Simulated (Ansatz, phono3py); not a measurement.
## Heat carried by phonons in NaCl (Fm-3m)

How well does the lattice of NaCl conduct heat?

Measurements to reproduce:
- thermal conductivity 7.1 W/m/K near room temperature (given in “Combining the AFLOW GIBBS and Elastic Libraries to efficiently and robustly screen thermo-mechanical properties of solids”, 2017, arXiv:1611.05714)
- thermal conductivity 7.1 W/m/K near room temperature (given in “Predicting the lattice thermal conductivity of solids by solving the Boltzmann transport equation: AFLOW - AAPL an automated, accurate and efficient framework”, 2017, arXiv:1611.05481)

Program: Ansatz 0.2.0. Level of theory: DFT LDA, scalar-relativistic, plane waves, PAW. Results are calculated unless marked as measured.

The database entry behind the starting cell differs from later determinations by our own check (an axis about 0.4 % short against later determinations), so it need not match the best structure at ambient conditions.

## 1. The starting structure

Symmetry: Fm-3m, No. 225, cubic system. Conventional cell: a = 5.620 Å, b = 5.620 Å, c = 5.620 Å, α = 90.00°, β = 90.00°, γ = 90.00°. Nearest to Na lie 6 Cl at 2.81 Å. Cl has 6 Na at 2.81 Å nearest. Farther neighbours and most contacts between anions are not listed.

Structure file:

```cif
data_structure
_symmetry_space_group_name_H-M 'Fm-3m'
_symmetry_Int_Tables_number 225
_cell_length_a 5.6200
_cell_length_b 5.6200
_cell_length_c 5.6200
_cell_angle_alpha 90.000
_cell_angle_beta 90.000
_cell_angle_gamma 90.000
_cell_volume 177.50
loop_
_atom_site_label
_atom_site_type_symbol
_atom_site_symmetry_multiplicity
_atom_site_Wyckoff_symbol
_atom_site_fract_x
_atom_site_fract_y
_atom_site_fract_z
_atom_site_occupancy
Na1 Na 4 a 0.00000 0.00000 0.00000 1
Cl1 Cl 4 b 0.50000 0.00000 0.00000 1
```

## 2. A first coarse run

Before spending time, one coarse run tells the gap and the pressure of the starting cell.

input.yaml

```yaml
crystal:
  lattice:
    - [0.0, 2.81, 2.81]
    - [2.81, 0.0, 2.81]
    - [2.81, 2.81, 0.0]
  atoms:
    - { symbol: Na, position: [0.0, 0.0, 0.0] }
    - { symbol: Cl, position: [0.5, 0.5, 0.5] }
kpoints:
  mp_grid: { grid: [6, 6, 6] }
hamiltonian:
  xc: lda
scf:
  occupations: { method: gaussian, width: 0.1 }
output:
  forces: true
  stress: true
  eigenvalues: true
```

The run is started by

```console
> ansatz run input.yaml --threads 8 --pin off --max-ram 16384MiB --backend cpu --events-out ev --progress --plain --runs-dir out
```

Numbers of over 12 decimals in the logs are rounded to 6 here.

What it wrote:

```text
Engine: ansatz 0.2.0, aarch64-unknown-linux-gnu
Pseudopotentials: kind: paw
Pseudopotential: Na, paw, valence charge 9, recommended cutoff 420 eV (normal), Na.paw.azcp
Pseudopotential: Cl, paw, valence charge 7, recommended cutoff 420 eV (normal), Cl.paw.azcp
Functional definition: SPW92
  exchange = slater_x
  correlation = pw_c
Crystal: 2 atoms, lattice volume = 44.376 Å³
Basis set: ecut = 420 eV, 893 PW (Γ)
Bands: 12, of which v1, the nominal top of the filled ones, is band 8 counted from 1 (7 counted from 0)
Symmetry: 48 space group operations
Space group: Fm-3m (ITA 225), of the structure as read, at distance tolerance 3.5e-5 Å
k-points: 16 of 216
Non-local potential: Na, projectors of the file, l = 0: 3, l = 1: 2, l = 2: 1
Non-local potential: Cl, projectors of the file, l = 0: 2, l = 1: 2, l = 2: 2
PAW form: soft (Blöchl's): semilocal exchange-correlation on the pseudo side does not see the compensation charge
PAW frozen core: Na, regenerated for the run's functional, and the local potential with it (the file was generated under x = pbe(κ = 0.804, μ = 0.219515), c = pbe(β = 0.066725))
PAW frozen core: Cl, regenerated for the run's functional, and the local potential with it (the file was generated under x = pbe(κ = 0.804, μ = 0.219515), c = pbe(β = 0.066725))
PAW one-centre angular grid: Na, 110 points (default); XC on 64 Gauss nodes
PAW one-centre angular grid: Cl, 110 points (default); XC on 64 Gauss nodes
Initial density: superposition of atomic densities (neutral atoms: chi_scale 0, normalization atom), corrected by the library's trained network
Initial wavefunctions: pseudopotential atomic-orbital guess
Functional: x = slater, c = lda
SCF iter   1: F=—  HF=-2514.315159 eV  |F-HF|=—  |Δ(HF+E_count)|=         —  Δρ=7.13e-3  dr2=1.61e-2  ethr=1.77e-3  ⟨swp⟩=5.3  Hψ=1100  notcnv=0
preconditioner: auto → none  [insulator: Δε(μ)=4.633 eV  Ē_g=20.533 eV  σ=0.100 eV  W_gap=1.00  n_scr=14 (ndim 8)  ℏωp=20.9 eV  f_vac=0.032  D(μ)=0.00/eV (n_scr^D=0)  ε∞_Penn≈2.0]
SCF iter   2: F=—  HF=-2514.305628 eV  |F-HF|=—  |Δ(HF+E_count)|=   9.53e-3  Δρ=2.55e-3  dr2=2.17e-3  ethr=1.00e-4  ⟨swp⟩=2.3  Hψ=425  notcnv=0
SCF iter   3: F=—  HF=-2514.304933 eV  |F-HF|=—  |Δ(HF+E_count)|=   6.95e-4  Δρ=7.20e-4  dr2=1.72e-4  ethr=1.35e-5  ⟨swp⟩=2.6  Hψ=287  notcnv=0
SCF iter   4: F=—  HF=-2514.304888 eV  |F-HF|=—  |Δ(HF+E_count)|=   4.45e-5  Δρ=2.77e-4  dr2=5.70e-5  ethr=1.08e-6  ⟨swp⟩=2.0  Hψ=256  notcnv=0
SCF iter   5: F=—  HF=-2514.304871 eV  |F-HF|=—  |Δ(HF+E_count)|=   1.69e-5  Δρ=8.00e-5  dr2=4.94e-6  ethr=3.56e-7  ⟨swp⟩=2.1  Hψ=226  notcnv=0
SCF iter   6: F=-2514.304870 eV  HF=-2514.304870 eV  |F-HF|=4.83e-9  |Δ(HF+E_count)|=   1.62e-6  Δρ=4.22e-6  dr2=5.79e-9  ethr=6.25e-10  ⟨swp⟩=3.0  Hψ=732  notcnv=0
SCF 1 converged in 6 iterations: F = -2514.304870 eV  dr2 = 5.79e-9
  greatest PAW one-centre occupation: 0.999 electrons in one spin orbital (limit 2), on the Na atom at site 0 (counted from 0), in its partial waves of l = 0
SCF converged after 6 iterations
Free energy (F): -2514.304870 eV
Harris-Foulkes:  -2514.304870 eV  (|F-HF|=4.83e-9)
Internal energy: -2514.304870 eV  (E = F + TS)
E sigma→0 (E₀):  -2514.304870 eV
Fermi energy:    3.310533 eV
--- Per-component energies (eV) ---
  E_band       = -235.980900
  E_kinetic    = 282.241062
  E_local      = -1524.763079  (includes V_loc(G=0)·N_el)
  E_nonlocal   = 146.782687
  E_hartree    = 534.962606
  E_xc         = -144.418558
  E_vxc        = -171.570163  (∫ρ·V_xc dr)
  E_paw        = -869.955908  (= ΣΔE_a)
  E_vpaw       = -38.595824  (= ΣTr[D̂ρ^β])
  E_aug_tail   = 0.000097  (compensation charges beyond the density's cutoff)
  E_ewald      = -939.485157
  E_core_change = 0.331382  (= ΣΔE_core)
  E_smearing   = -0.000000  (= −TS)
  E_closure    = -0.000000  (closes the sum)
  Σ components = -2514.304870   (vs F -2514.304870, Δ=0.00e0)
--- Forces (eV/Å), atoms counted from 1 ---
  atom   1  Na    -0.00000000     0.00000000     0.00000000
  atom   2  Cl     0.00000000    -0.00000000     0.00000000
  max |Σ_I F_I| component: 4.14e-30 eV/Å
--- Stress (GPa, compression-positive) ---
       -2.213988       0.000000      -0.000000
        0.000000      -2.213988       0.000000
       -0.000000       0.000000      -2.213988
  P = ⅓ Tr σ = -2.2140 GPa (-22.140 kbar)
--- Band table (eV; the first three rows and the last of 16) ---
  k-point 0: bands = [... 4 lower, -11.6892, 0.9434, 0.9434, 0.9434, 5.6754, 11.7102, 11.7102, 11.7102]
  k-point 1: bands = [... 4 lower, -11.6029, 0.2916, 0.8699, 0.8699, 6.5209, 10.9184, 11.9923, 11.9923]
  k-point 2: bands = [... 4 lower, -11.4225, -0.6938, 0.7303, 0.7303, 7.6354, 10.7168, 11.7940, 11.7940]
  k-point 15: bands = [... 4 lower, -11.2634, -0.5864, -0.0282, 0.1797, 8.9919, 9.4875, 11.1336, 12.6621]
```

The job ended after 0.38 s (8 threads of Arm Neoverse N1, shared host; peak memory 0.27 GiB; 1.3 s of CPU time).

Reading the cycles: dr2 is the Hartree energy of the density residual (eV), the measure of convergence; HF is the Harris–Foulkes estimate of the energy, which meets the free energy F at convergence.

This step gave:

```
pressure          : -2.214 GPa
gap on the k-mesh : 4.732 eV
volume per atom   : 22.19 Å³
```

The start is under -2.2 GPa at this level and looks like an insulator or semiconductor on this mesh.

## 3. Finding the static equilibrium

Phonons are second derivatives about a minimum, so cell and atoms are relaxed first, inside the symmetry of the start.

input.yaml, the sections that differ from step 2:

```yaml
kpoints:
  mp_grid: { grid: [8, 8, 8] }
scf:
  occupations: { method: gaussian, width: 0.02 }
relax:
  adjacent_minimum: "off"
  f_tol: 0.005
  max_steps: 80
  cell: { stress_tol: 0.05 }
# crystal, hamiltonian, output: as in step 2
```

What it wrote:

```text
[...]
Crystal: 2 atoms, lattice volume = 44.376 Å³
Basis set: ecut = 420 eV, 893 PW (Γ)
Bands: 12, of which v1, the nominal top of the filled ones, is band 8 counted from 1 (7 counted from 0)
Symmetry: 48 space group operations
[...]
k-points: 29 of 512
[...]
SCF iter   1: F=—  HF=-2514.315249 eV  |F-HF|=—  |Δ(HF+E_count)|=         —  Δρ=7.17e-3  dr2=1.62e-2  ethr=1.77e-3  ⟨swp⟩=6.0  Hψ=2037  notcnv=0
[...]
SCF iter   6: F=-2514.304905 eV  HF=-2514.304905 eV  |F-HF|=3.75e-8  |Δ(HF+E_count)|=   8.45e-7  Δρ=8.85e-6  dr2=4.53e-8  ethr=6.25e-10  ⟨swp⟩=3.0  Hψ=1330  notcnv=0
SCF 1 converged in 6 iterations: F = -2514.304905 eV  dr2 = 4.53e-8
[...]
relax step   1: F+E_penalty+E_count = -2514.30490518 eV  Δ(F+E_penalty+E_count) = +0.000e0 eV  max|allowed force component| = 4.125e-30 eV/Å  Δτ_max = 0.0000 Å  P = -2.215 GPa  Ω = 44.376 Å³  (6 SCF iters, dr2 threshold 1.00e-7 eV, accepted)
Crystal: 2 atoms, lattice volume = 41.870 Å³
Basis set: ecut = 420 eV, 869 PW (Γ)
[...]
iter 1 solved again at ethr=1.74e-5 eV; its pass at ethr=3.10e-3 eV (dr2=2.79e-3 eV) is discarded
[...]
SCF iter   5: F=-2514.329108 eV  HF=-2514.329108 eV  |F-HF|=6.75e-9  |Δ(HF+E_count)|=   3.56e-7  Δρ=8.76e-6  dr2=1.91e-8  ethr=1.25e-9  ⟨swp⟩=5.0  Hψ=1578  notcnv=0
SCF 2 converged in 5 iterations: F = -2514.329108 eV  dr2 = 1.91e-8
relax step   2: F+E_penalty+E_count = -2514.32910828 eV  Δ(F+E_penalty+E_count) = -2.420e-2 eV  max|allowed force component| = 3.648e-30 eV/Å  Δτ_max = 0.0000 Å  P = -0.792 GPa  Ω = 41.870 Å³  energy of the carried Pulay correction = +3.107e-5 eV  (5 SCF iters, dr2 threshold 2.00e-7 eV, accepted)
Crystal: 2 atoms, lattice volume = 40.593 Å³
Basis set: ecut = 420 eV, 821 PW (Γ)
[...]
SCF iter   5: F=-2514.331796 eV  HF=-2514.331796 eV  |F-HF|=1.72e-9  |Δ(HF+E_count)|=   9.04e-8  Δρ=4.49e-6  dr2=4.92e-9  ethr=1.25e-9  ⟨swp⟩=5.1  Hψ=1517  notcnv=0
SCF 3 converged in 5 iterations: F = -2514.331796 eV  dr2 = 4.92e-9
relax step   3: F+E_penalty+E_count = -2514.33179573 eV  Δ(F+E_penalty+E_count) = -2.687e-3 eV  max|allowed force component| = 2.658e-30 eV/Å  Δτ_max = 0.0000 Å  P = +0.150 GPa  Ω = 40.593 Å³  energy of the carried Pulay correction = +4.760e-5 eV  (5 SCF iters, dr2 threshold 2.00e-7 eV, accepted)
[...]
relax step   4: F+E_penalty+E_count = -2514.33188054 eV  Δ(F+E_penalty+E_count) = -8.481e-5 eV  max|allowed force component| = 1.734e-30 eV/Å  Δτ_max = 0.0000 Å  P = -0.007 GPa  Ω = 40.791 Å³  energy of the carried Pulay correction = +4.501e-5 eV  (4 SCF iters, dr2 threshold 5.61e-8 eV, accepted)
[...]
SCF iter   1: F=—  HF=-2514.331809 eV  |F-HF|=—  |Δ(HF+E_count)|=         —  Δρ=3.67e-5  dr2=6.17e-8  ethr=6.03e-6  ⟨swp⟩=2.1  Hψ=2736  notcnv=0
eigensolver tolerance schedule: the retry pair's looser diagonalisation over-reported the residual by 15639.13 of it (diagonalisation noise at an unbounded share of the residual, at the tolerance the schedule requests for it); recorded, not acted on — ethr = c·dr2/N_el stays at c = 1.0e-1
[...]
SCF iter   2: F=—  HF=-2514.331814 eV  |F-HF|=—  |Δ(HF+E_count)|=   5.07e-6  Δρ=2.10e-5  dr2=2.68e-8  ethr=3.86e-10  ⟨swp⟩=3.0  Hψ=710  notcnv=0
[...]
SCF iter   6: F=-2514.331814 eV  HF=-2514.331814 eV  |F-HF|=1.36e-12  |Δ(HF+E_count)|=  3.77e-11  Δρ=3.59e-8  dr2=2.05e-13  ethr=1.00e-12  ⟨swp⟩=5.0  Hψ=1305  notcnv=0
SCF 5 converged in 6 iterations: F = -2514.331814 eV  dr2 = 2.05e-13
relax step   5: F+E_penalty+E_count = -2514.33181382 eV  Δ(F+E_penalty+E_count) = +6.672e-5 eV  max|allowed force component| = 2.153e-30 eV/Å  Δτ_max = 0.0000 Å  P = -0.004 GPa  Ω = 40.791 Å³  stress off target by 4.46e-3 GPa  SCF on the basis re-selected at this cell (its energy is not comparable with the rows above)  (6 SCF iters)
basis re-selected at this cell: Δ(F+E_penalty+E_count) = +6.672e-5 eV, ΔP = +0.003 GPa vs the last step (what re-selecting the basis moved, of the pressure what is left beyond the Pulay correction that the steps carried, after the strain that the cell walked since its last selection, with what the two solves' SCF thresholds leave and, on support functions, any second-order correction that the steps lacked; it is no m [...]
SCF converged after 6 iterations
Free energy (F): -2514.331814 eV
[...]
Internal energy: -2514.331814 eV  (E = F + TS)
E sigma→0 (E₀):  -2514.331814 eV
Fermi energy:    4.169568 eV
[...]
--- Stress (GPa, compression-positive) ---
       -0.004461      -0.000000      -0.000000
       -0.000000      -0.004461      -0.000000
       -0.000000      -0.000000      -0.004461
  P = ⅓ Tr σ = -0.0045 GPa (-0.045 kbar)
--- Band table (eV; the first three rows and the last of 29) ---
  k-point 0: bands = [... 4 lower, -11.2126, 1.6327, 1.6327, 1.6327, 6.7063, 12.4618, 12.4618, 12.4618]
  k-point 1: bands = [... 4 lower, -11.1489, 1.1776, 1.5807, 1.5807, 7.2601, 11.9327, 12.6775, 12.6775]
  k-point 2: bands = [... 4 lower, -10.9898, 0.2978, 1.4601, 1.4601, 8.2394, 11.5126, 12.8249, 12.8249]
  k-point 28: bands = [... 4 lower, -10.6692, 0.1826, 0.1826, 0.7046, 10.4729, 11.2153, 11.2153, 13.0480]
--- Relaxed structure (4 steps of the walk, 4 accepted, 1 SCFs on fresh bases) ---
  F+E_penalty+E_count = -2514.33181382 eV   max|allowed force component| = 2.153e-30 eV/Å   (the final SCF, on the basis selected at the relaxed cell)
  cell:  # Å, volume = 40.7911 Å³
    - [0, 2.732195, 2.732195]
    - [2.732195, 0, 2.732195]
    - [2.732195, 2.732195, 0]
  atoms:
    - { symbol: Na, position: [0, 0, 0] }
    - { symbol: Cl, position: [0.5, 0.5, 0.5] }
```

The job ended after 1.8 s (8 threads; peak memory 0.3 GiB; 9.4 s of CPU time).

Relaxation path:

```tsv
step	energy less that of the first step (eV)	largest force component (eV/Å)	pressure (GPa)	volume (Å³)
1	0.0000	0.0000	-2.21	44.38
2	-0.0242	0.0000	-0.79	41.87
3	-0.0269	0.0000	0.15	40.59
4	-0.0270	0.0000	-0.01	40.79
5*	-0.0269	0.0000	0.00	40.79
```

Relaxation steps marked * repeat the geometry before them on a plane-wave basis chosen anew for their cell, so energy and pressure can jump there.

The run keeps the 48 symmetry operations that it works with, so distortions that break them were not tested.

```tsv
conventional cell, symmetrised	before	after	change
a (Å)	5.620	5.464	-2.8 %
b (Å)	5.620	5.464	-2.8 %
c (Å)	5.620	5.464	-2.8 %
volume (Å³/atom)	22.19	20.40	-8.1 %
```

The relaxed structure:

```
Na Cl
1.0
     0.00000    2.73220    2.73220
     2.73220    0.00000    2.73220
     2.73220    2.73220    0.00000
Na Cl
1 1
Direct
  0.00000 0.00000 0.00000
  0.50000 0.50000 0.50000
```

This step gave:

```
pressure          : -0.004461 GPa
gap on the k-mesh : 5.074 eV
volume per atom   : 20.40 Å³
```

The relaxation ends with a pressure of 0.00 GPa.

(Continued in part 2 of 4.)

[Logs are printed without paths, hosts, clocks, repeated set-up lines and the standing remarks that a program may print on its own settings, such as how far it seeks lower states.]

[Hosts, paths, dates, database ids (printed as entryN), source tags and the programs' standing remarks are cut or masked in the printed files.]

[A step with changed settings may run another functional than the one named; its input shows which.]
